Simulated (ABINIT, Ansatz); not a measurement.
Entries from a set of simulations; values are calculated unless marked as measured.

```
CsVN2 (Fd-3m): one start, several treatments of the self-energy
1.0
     0.00000    4.17194    4.17194
     4.17194    0.00000    4.17194
     4.17194    4.17194    0.00000
Cs V N
2 2 4
Direct
  0.25000 0.25000 0.25000
  0.00000 0.00000 0.00000
  0.75000 0.75000 0.75000
  0.50000 0.50000 0.50000
  0.62500 0.62500 0.62500
  0.12500 0.62500 0.62500
  0.62500 0.12500 0.62500
  0.62500 0.62500 0.12500
# method: RPA screening on PBEsol, plane waves, norm-conserving pseudopotentials (and 4 further levels or steps)
# program: ABINIT 10.8.3
# settings: cutoff 38 Ha, PseudoDojo scalar-relativistic 0.4.1 standard, norm-conserving, ngkpt (2, 2, 2), nband 128, ecuteps 4.2 Ha, inclvkb 2, shiftk (0, 0, 0), symchi 1, awtr 1, frequency ppm, 2×2×2 k-mesh
# cost: 7 runs, 7.9 min in all on 4 MPI ranks of Arm Neoverse N1, shared host
# notes: The program’s warnings: nproc spkpt=  >= nkpt= * nsppol=. The cell and positions are those that the Materials Project relaxed with its own functionals (PBE, PBE+U or r2SCAN), kept fixed. Limits: screening runs away on this mesh; no spin polarisation; d states lean on the start; no spin-orbit coupling. Static COHSEX lies above G0W0: it lacks the factor Z and overstates the Coulomb hole of the filled states. The 2×2×2 mesh is coarse for this cell, which bears on the long-range parts of exchange and screening. For the PBEsol start: On this mesh the RPA ε∞ passes 90, more than nearly any semiconductor shows; a coarse mesh does this where one point with a narrow direct gap carries much weight. The screening is then too strong, and the G0W0 gap should not be taken as the material’s. For a closed low-spin shell that is the natural state; where a d or f shell is open it is a constraint, and the gap is then not the crystal’s own.
# G0W0, Godby-Needs plasmon pole: 1.338 eV
# G0W0, Engel-Farid plasmon pole: 1.480 eV
# G0W0, von der Linden-Horsch plasmon pole: 1.498 eV
# one-shot COHSEX: 1.638 eV
# one-shot Hartree-Fock: 9.759 eV
```

[Long decimals in the printed logs are rounded to 6 places.]

[Logs are printed without paths, hosts, clocks, repeated set-up lines and the standing remarks that a program may print on its own settings, such as how far it seeks lower states.]

[Paths, hosts, dates, memory and timing lines, banners, echoed tables and standing remarks are left out of the program output; an Ansatz launch command may be rebuilt from the run's recorded settings. Measured values are a selection of at most five: reports struck by readers or far from the other reports are left out. None is set beside runs whose start may be inverted or whose files or cutoffs have a known fault.]

[Runs of the session that timed out or met a known fault of the program may be left out.]

[Hosts, paths, dates, database ids (printed as entryN), source tags and the programs' standing remarks are cut or masked in the printed files.]

[G0W0 gaps are taken among the corrected bands and points alone; a level outside them can change the order at an edge.]

[Where Ansatz stands beside ABINIT at settings called matched, ABINIT's density can come from a denser mesh and the files from another edition; pairs whose starting gaps differed by over 0.03 eV were left out, so agreement reads better than it is.]
